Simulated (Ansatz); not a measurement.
# Structural relaxation of generalised stacking fault on (110) of a LiCl-LiBr solid solution (56 atoms), part 2 of 2

How does generalised stacking fault on (110) of a LiCl-LiBr solid solution (56 atoms) relax, and what do bonds, charges and levels look like afterwards?

Ansatz 0.2.0; Kohn-Sham DFT, revPBE, PAW (set soft_2), plane waves.

The cell: 28 Li, 10 Br and 18 Cl. The cell is under 6 Å thick along one periodic direction. Atoms were free to move along the slip. The host structure and its lattice constant were typed by rule, without a check against the phase diagram.

So far. Step 3 (Relaxation): The relaxation changed the energy by -33.3 meV/atom, and atoms moved by 0.47 Å r.m.s., 0.85 Å at most.

## Step 4: Structure statistics after relaxation

Bonds before and after, by the cutoffs listed below:

```
 pair  bonds before  bonds after  mean before (Å)  mean after (Å)  spread before (Å)  spread after (Å)
Li-Cl           107          108            2.629           2.612              0.052             0.084
Li-Br            57           60            2.603           2.696              0.124             0.080
```

Density 2.63 g/cm³, 18.40 Å³ an atom.

Pair distribution functions g(r), in bins of 0.2 Å:

```
r (Å)  total  Li-Li  Li-Cl  Li-Br  Cl-Cl  Cl-Br  Br-Br
 2.40   0.38   0.00   1.20   0.00   0.00   0.00   0.00
 2.60   4.83   0.00  10.55   8.00   0.00   0.00   0.00
 2.80   1.09   0.00   1.08   4.12   0.00   0.00   0.00
 3.00   0.03   0.00   0.09   0.00   0.00   0.00   0.00
 3.20   0.00   0.00   0.00   0.00   0.00   0.00   0.00
 3.40   0.04   0.17   0.00   0.00   0.00   0.00   0.00
 3.60   2.24   5.13   0.00   0.00   6.10   2.53   1.22
 3.80   3.75   6.24   0.00   0.00   7.01   9.39  12.12
 4.00   0.27   1.06   0.00   0.00   0.00   0.00   0.00
 4.20   0.00   0.00   0.00   0.00   0.00   0.00   0.00
 4.40   0.52   0.00   1.15   0.81   0.00   0.00   0.00
 4.60   2.00   0.00   3.81   4.38   0.00   0.00   0.00
 4.80   0.28   0.00   0.66   0.39   0.00   0.00   0.00
 5.00   0.27   0.66   0.00   0.00   0.59   0.35   0.00
 5.20   0.78   1.36   0.00   0.00   1.92   1.19   3.25
 5.40   0.37   0.77   0.00   0.00   0.61   0.93   0.27
 5.60   0.51   0.37   0.86   0.41   0.17   0.45   0.00
 5.80   2.13   0.00   4.58   3.68   0.00   0.00   0.00
 6.00   2.08   0.00   3.66   5.06   0.00   0.00   0.00
 6.20   0.79   0.97   1.01   0.89   0.26   0.35   0.00
 6.40   2.35   4.44   0.00   0.00   4.94   4.93   5.17
 6.60   1.42   2.66   0.00   0.00   3.06   3.02   3.04
 6.80   0.12   0.34   0.00   0.00   0.11   0.20   0.00
 7.00   0.00   0.00   0.00   0.00   0.00   0.00   0.00
 7.20   0.15   0.46   0.00   0.00   0.38   0.00   0.00
 7.40   0.83   1.61   0.00   0.00   1.62   1.64   2.08
 7.60   0.69   0.88   0.27   0.33   1.10   1.62   0.85
 7.80   1.46   0.21   2.77   2.90   0.00   0.00   0.00
```

Bonds by pair of elements; cutoffs follow the first minimum of g(r), held within bounds set by covalent radii, and pairs that aren't listed don't count as bonded:

```
pair A-B  cutoff (Å)  bonds  mean length (Å)  spread (Å)  shortest (Å)  B about A  A about B
   Li-Cl        3.06    108             2.61       0.084          2.45       3.86          6
   Li-Br        3.23     60             2.70        0.08          2.60       2.14          6
```

How many atoms have how many bonded neighbours:

```
element  mean   6
     Br     6  10
     Cl     6  18
     Li     6  28
```

Bond angles, per cent of each kind in bins of 5°:

```
angle (°)  Li-Cl-Li  Br-Li-Cl  Cl-Li-Cl  Li-Br-Li  Br-Li-Br
    80–85       1.5       1.1       0.0       2.0       3.5
    85–90      37.4      46.7      24.2      36.7      69.0
    90–95      40.7      32.6      54.5      40.0       6.9
   95–100       0.4       0.0       1.1       1.3       0.0
  100–105       0.0       0.0       0.0       0.0       0.0
  105–110       0.0       0.0       0.0       0.0       0.0
  110–115       0.0       0.0       0.0       0.0       0.0
  115–120       0.0       0.0       0.0       0.0       0.0
  120–125       0.0       0.0       0.0       0.0       0.0
  125–130       0.0       0.0       0.0       0.0       0.0
  130–135       0.0       0.0       0.0       0.0       0.0
  135–140       0.0       0.0       0.0       0.0       0.0
  140–145       0.0       0.0       0.0       0.0       0.0
  145–150       0.0       0.0       0.0       0.0       0.0
  150–155       0.0       0.0       0.0       0.0       0.0
  155–160       0.0       0.0       0.0       0.0       0.0
  160–165       0.0       0.0       0.0       0.0       0.0
  165–170       0.0       0.0       0.0       0.0       0.0
  170–175       0.0       1.6       0.0       2.0       5.2
  175–180      20.0      17.9      20.2      18.0      15.5
```

Bond angles (no mean is given where the spread exceeds 20°):

```
   angle  count  mean (°)  spread (°)
Li-Cl-Li    270         -           -
Br-Li-Cl    184         -           -
Cl-Li-Cl    178         -           -
Li-Br-Li    150         -           -
Br-Li-Br     58         -           -
```

Counting bonds as in the table, all Br atoms have 6, all Cl atoms have 6 and all Li atoms have 6 bonded neighbours.

## Step 5: Single point at the relaxed geometry

The electronic structure is read at the final geometry, in a run of its own.

Contents of input.yaml:

```yaml
crystal:
  lattice:
    - [7.44767, 0.0, 0.0]
    - [0.0, 5.2663, 0.0]
    - [1.55157, 0.0, 26.26686]
  atoms:
    - { symbol: Li, position: [0.89144, 0.0004, 0.9891] }
    - { symbol: Br, position: [0.64264, 0.00021, 0.0658] }
    - { symbol: Li, position: [0.89183, 0.00048, 0.1431] }
    - { symbol: Cl, position: [0.64196, 0.00043, 0.21119] }
    [... 46 atom lines left out ...]
    - { symbol: Li, position: [0.64793, 0.50036, 0.63752] }
    - { symbol: Br, position: [0.38961, 0.50037, 0.70871] }
    - { symbol: Li, position: [0.65815, 0.5004, 0.77996] }
    - { symbol: Br, position: [0.39277, 0.50045, 0.85016] }
    - { symbol: Li, position: [0.65877, 0.50047, 0.92209] }
    - { symbol: Br, position: [0.39232, 0.50054, 0.99228] }
kpoints:
  mp_grid: { grid: [2, 3, 1] }
hamiltonian:
  xc: revpbe
scf:
  occupations: { method: fermi_dirac, width: 0.05 }
output:
  forces: true
  stress: true
  populations: intrinsic
  dos:
    method: { smearing: { sigma: 0.08 } }
    de: 0.1
    projected: { site_lists: { Br: [Br], Cl: [Cl], Li: [Li] } }
  eigenvalues: true
  write_density: true
  write_potential: true
  volumetric_format: npy
```

Run with:

```bash
ansatz run input.yaml --threads 4 --pin off --max-ram 8192MiB --backend cpu --events-out ev --progress --plain --runs-dir out
```

Numbers of over 12 decimals in the logs are rounded to 6 here.

The program printed:

```text
[...]
Crystal: 56 atoms, lattice volume = 1030.230 Å³
Basis set: ecut = 420 eV, 20169 PW (Γ), exchange–correlation on 100×72×360 points (8 copies of the dense FFT grid, shifted against one another)
Bands: 196, of which v1, the nominal top of the filled ones, is band 140 counted from 1 (139 counted from 0)
Symmetry: 1 space group operations
[...]
k-points: 4 of 6 (time reversal used)
[...]
SCF iter   1: F=—  HF=-53197.744007 eV  |F-HF|=—  |Δ(HF+E_count)|=         —  Δρ=2.05e-3  dr2=4.45e-2  ethr=1.77e-3  ⟨swp⟩=15.2  Hψ=5019  notcnv=0  defer=60
[...]
SCF iter   6: F=-53197.729542 eV  HF=-53197.729542 eV  |F-HF|=2.91e-8  |Δ(HF+E_count)|=   4.39e-6  Δρ=2.39e-6  dr2=7.48e-8  ethr=3.57e-11  ⟨swp⟩=25.8  Hψ=7844  notcnv=0
SCF 1 converged in 6 iterations: F = -53197.729542 eV  dr2 = 7.48e-8
[...]
SCF converged after 6 iterations
Free energy (F): -53197.729542 eV
[...]
Internal energy: -53197.729542 eV  (E = F + TS)
E sigma→0 (E₀):  -53197.729542 eV
Fermi energy:    5.118973 eV
[...]
--- Forces (eV/Å), atoms counted from 1 ---
  atom   1  Li    -0.00425507    -0.00000998    -0.02079860
  atom   2  Br     0.00917763     0.00395644     0.01972133
  atom   3  Li    -0.00592652    -0.00038135    -0.01764553
  atom   4  Cl     0.00682391    -0.00042971    -0.00412554
  atom   5  Li     0.00232806     0.00003010     0.00697913
  atom   6  Cl    -0.01110762     0.00069864    -0.00341614
  atom   7  Li     0.00199550    -0.00005530     0.00386312
  atom   8  Cl    -0.00133429    -0.00083543    -0.00229413
  atom   9  Li     0.00280412    -0.00029535     0.00101904
  atom  10  Cl    -0.00528988    -0.00098689     0.00279247
  atom  11  Li     0.00488159     0.00038774     0.00046890
  atom  12  Cl    -0.00319416    -0.00050553    -0.00400729
  atom  13  Li     0.00078462     0.00014325     0.01229931
  atom  14  Cl     0.00516916     0.00110399    -0.01290635
[...]
atom  55  Li    -0.00317657    -0.00017353     0.00488710
  atom  56  Br    -0.01725996    -0.00369371    -0.00841037
  max |Σ_I F_I| component: 2.22e-4 eV/Å
--- Stress (GPa, compression-positive) ---
        2.101716      -0.000039      -0.858601
       -0.000039       1.908553      -0.000073
       -0.858601      -0.000073       1.677363
  P = ⅓ Tr σ = 1.8959 GPa (18.959 kbar)
--- Band table (eV) ---
[...]
--- intrinsic populations: 56 sites ---
  site symbol       q [e]
     0     Li      2.3332
     1     Br      7.6252
     2     Li      2.3321
[...]
55     Br      7.6197
  spilling = 0.000000 (of n_electrons = 280.000000)
```

Run time: 93 s. Hardware: 4 threads of Arm Neoverse N1, shared host; peak memory 3 GiB.

Numbers from this run:

- free energy: -53197.7295 eV
- free energy per atom: -949.9595 eV/atom
- SCF cycles: 6
- pressure: 1.896 GPa
- r.m.s. force component: 0.00648 eV/Å
- longest force: 0.03283 eV/Å
- Fermi energy: 5.119 eV
- gap (highest filled to lowest empty level): 5.344 eV

Intrinsic-atomic-orbital charges by element:

```
element  coordination  atoms  mean charge (e)  spread   least    most
     Br           all     10           -0.619  0.0038  -0.625  -0.613
     Cl           all     18           -0.693  0.0029  -0.698  -0.687
     Li           all     28            0.666  0.0143   0.633   0.690
```

Charge against the make-up of the first shell:

```
Cl neighbours of Li  atoms  mean charge (e)
                  1      1            0.633
                  2      4            0.647
                  3      4            0.657
                  4     12            0.668
                  5      3            0.679
                  6      4             0.69
```

Density of states as counts of states in windows of 1 eV (from the Fermi level), total and the larger projections:

```
from (eV)  to (eV)  total  Cl p  Br p  Li s  Cl s  Br s
      -18      -17    0.0   0.0   0.0   0.0   0.0   0.0
      -17      -16   35.6   0.0   0.0   3.3  30.9   1.4
      -16      -15   20.4   0.0   0.0   1.1   2.5  16.7
      -15       -7    0.0   0.0   0.0   0.0   0.0   0.0
       -7       -6    2.3   1.7   0.4   0.1   0.0   0.0
       -6       -5   51.8  34.8  12.4   3.8   0.3   0.2
       -5       -4   59.0  43.9  13.2   1.0   0.1   0.1
       -4       -3   52.3  22.8  28.7   0.2   0.0   0.0
       -3       -2    2.6   0.2   2.3   0.0   0.0   0.0
       -2        2    0.0   0.0   0.0   0.0   0.0   0.0
        2        3    0.3   0.0   0.0   0.2   0.1   0.0
        3        4   11.5   0.4   0.2   4.2   0.7   0.5
        4        5   38.4   0.8   0.5  14.2   0.8   0.6
```

The curve was stored every 0.10 eV, coarse against its broadening of 0.08 eV, so these counts are rough.

About 56 of the 280 electrons lie in deeper levels, below the stored range.

The levels nearest the highest filled one (over half full), pooled over k-points and spins:

```
level less the highest filled one (eV)  occupation
                                -0.344           2
                                -0.321           2
                                -0.283           2
                                -0.172           2
                                -0.141           2
                                     0           2
                                  5.34           0
                                  5.79           0
                                  5.80           0
                                  6.09           0
                                  6.11           0
                                  6.15           0
```

Valence density in the ca plane at fractional y = 0.000, with atoms of Li and Br and Cl within 0.2 Å of it. It is the smooth field of the valence electrons, not physical close to the nuclei.

Ten steps, logarithmic in the rise over the least value, from '0' (0.0 e/Å³) to '9' (7.0 e/Å³), each cell a mean:
```
30122221136411232212430122221124201222113530
72001110179830011017981001100279710000017982
72011100169830010017982000000279810000017982
31123321024312222113541122211036411222102541
02345543100023555320001345542100023454310002
12455554200135666531002466664100135666531013
13554455310136646641003565565200136656641013
12554465310135656642002565565200136646641013
02456654210024666531002456664200025666531002
01234443100012444321111234442100013454321001
30112221125301122114772112211156301222113420
71000000179820000006994000000389700000017971
61001100169830000004773001000279600000017982
21122221025411221000121122221024211222103541
01345542100123444210001345542100023454310002
12455554200135666420002455554200135666531013
13554465310146656631013554465310136646641013
13554465310146636641013554465310136656642013
02456654210135666531002456654210024666531002
01345543100023555421001345543100013454321001
```
Columns run along c (16.0 Å, from fractional 0.00 to 0.61 of the cell), rows up along a (7.4 Å). Atoms in or near the plane, at fractional coordinates: Br at (0.07, 0.64), Li at (0.14, 0.89), Cl at (0.21, 0.64), Li at (0.28, 0.88), Cl at (0.35, 0.64), Li at (0.43, 0.88), Cl at (0.50, 0.64), Li at (0.57, 0.89), Br at (0.06, 0.14), Li at (0.14, 0.38), Cl at (0.21, 0.13), Li at (0.28, 0.41), Br at (0.35, 0.14), Li at (0.43, 0.40) and more.

Electrostatic potential energy in the ca plane at fractional y = 0.000, with atoms of Li and Br and Cl within 0.2 Å of it. With pseudopotentials it is smooth inside the atoms' cores, unlike the true potential.

Ten even steps from '0' (-54 eV) to '9' (7 eV), each cell a mean:
```
79999999976789999997679999999976799999997679
58999999853479999985358999999853589999985348
58999999863579999985347999999853489999985357
79999999987789999997678999999976789999997678
99986689999999878999999987899998999888999999
99830048999997424799999853369999997434899999
99710006999996101599999730038999996101599999
99710006999996201599999830038999996201599999
99951148999998534799999964369999998533799999
99998889999999988999889998899998999888999999
79999999976799999997557999999866799999997679
58999999853579999986336999999743589999985358
58999999853479999997557999999854589999985347
79999999976789999999889999999987899999997678
99987799999999889999999987789999999888999999
99841158999998545899999841158999997434799999
99610017999995102699999600017999996101599999
99710017999995101599999710007999996201599999
99841048999997423799999841038999998534799999
99987789999999878999999987789999999988999999
```
Columns run along c (16.0 Å, from fractional 0.00 to 0.61 of the cell; values clipped at the 3rd and 97th percentile), rows up along a (7.4 Å). Atoms in or near the plane, at fractional coordinates: Br at (0.07, 0.64), Li at (0.14, 0.89), Cl at (0.21, 0.64), Li at (0.28, 0.88), Cl at (0.35, 0.64), Li at (0.43, 0.88), Cl at (0.50, 0.64), Li at (0.57, 0.89), Br at (0.06, 0.14), Li at (0.14, 0.38), Cl at (0.21, 0.13), Li at (0.28, 0.41), Br at (0.35, 0.14), Li at (0.43, 0.40) and more.

Mean intrinsic-atomic-orbital charges: Br -0.62, Cl -0.69, Li +0.67 e. The charge on Li changes by +0.011 e for each Cl neighbour that takes the place of another kind, on average. The largest share in the top eV of filled states is Br p (69 % of the projected weight), and in the lowest eV of empty states Li s (72 % of the projected weight).

Local excerpt of 13 atoms (numbers count through the whole input) about Li33, whose charge lies farthest from its element's mean; x, y, z are measured from there.

```
atom      x      y      z  distance (Å)  bonds  intrinsic-atomic-orbital charge (e)
Li33   0.00   0.00   0.00          0.00      6                                 0.63
Br46   1.86   0.00  -1.84          2.61      6                                -0.62
Br34  -1.69   0.00   2.02          2.63      6                                -0.62
Br20   0.06   2.63   0.08          2.63      6                                -0.62
Br20   0.06  -2.63   0.08          2.64      6                                -0.62
Cl32  -1.91   0.00  -1.84          2.65      6                                -0.69
Br48   2.07   0.00   2.00          2.88      6                                -0.62
Li47  -3.59   0.00   0.02          3.59      6                                 0.66
Li31  -0.28   0.00  -3.74          3.75      6                                 0.67
Li19   2.01   2.63  -1.75          3.75      6                                 0.66
Li19   2.01  -2.63  -1.75          3.75      6                                 0.66
 Li5  -1.93   2.63  -1.86          3.76      6                                 0.68
 Li5  -1.93  -2.63  -1.86          3.76      6                                 0.68
```

The column of bonds counts only the pairs Li-Cl within 3.06 Å, Li-Br within 3.23 Å; other neighbours, such as metal atoms beside each other in a compound, aren't counted, and periodic images can show an atom twice.

## Step 6: What came out

```json
{"energy change in the relaxation": "-33.26 meV/atom", "r.m.s. displacement": "0.465 Å", "largest displacement": "0.848 Å", "free energy per atom": "-949.9595 eV/atom", "density": "2.63 g/cm³", "pressure": "1.896 GPa", "r.m.s. force component": "0.00648 eV/Å", "gap (highest filled to lowest empty level)": "5.344 eV", "wall time of the 3 DFT runs": "9.6 min"}
```

In words: Relaxation lowers the energy by 33.3 meV/atom and moves atoms by 0.47 Å r.m.s.; the r.m.s. force component goes from 0.47 to 0.0065 eV/Å, the pressure goes from 2.9 to 1.9 GPa, and the gap from 5.56 to 5.34 eV. By the final cutoffs 0 of 164 bonded pairs parted and 4 joined. Afterwards all atoms of each element have one and the same coordination, so bonds have reconnected across the defect, which no longer shows in the counts. Layers on the two sides of the fault moved in opposite directions along the plane, so much of the imposed slip has spread into a shear of the crystal. From the first step to the last the energy fell by 1.863 eV, and the largest move was 0.85 Å (Li29). The Li-Br bonds change most in mean length: from 2.603 Å (spread 0.124) to 2.696 Å (spread 0.080), and their number from 57 to 60. Counting bonds as in the table, all Br atoms have 6, all Cl atoms have 6 and all Li atoms have 6 bonded neighbours. Between filled and empty levels lie 5.34 eV on the run's k-points; the mesh holds the band edges only if they fold onto it, so the gap at this level can be narrower or closed, while semilocal functionals tend to narrow gaps against experiment.

What to keep in mind: Atoms were free to move along the slip, so the relaxation can undo part or all of it. The pressure of 1.9 GPa means that a free cell would grow at this level.

[Logs are printed without paths, hosts, clocks, repeated set-up lines and the standing remarks that a program may print on its own settings, such as how far it seeks lower states.]

[Hosts, paths, dates, database ids (printed as entryN), source tags and the programs' standing remarks are cut or masked in the printed files.]
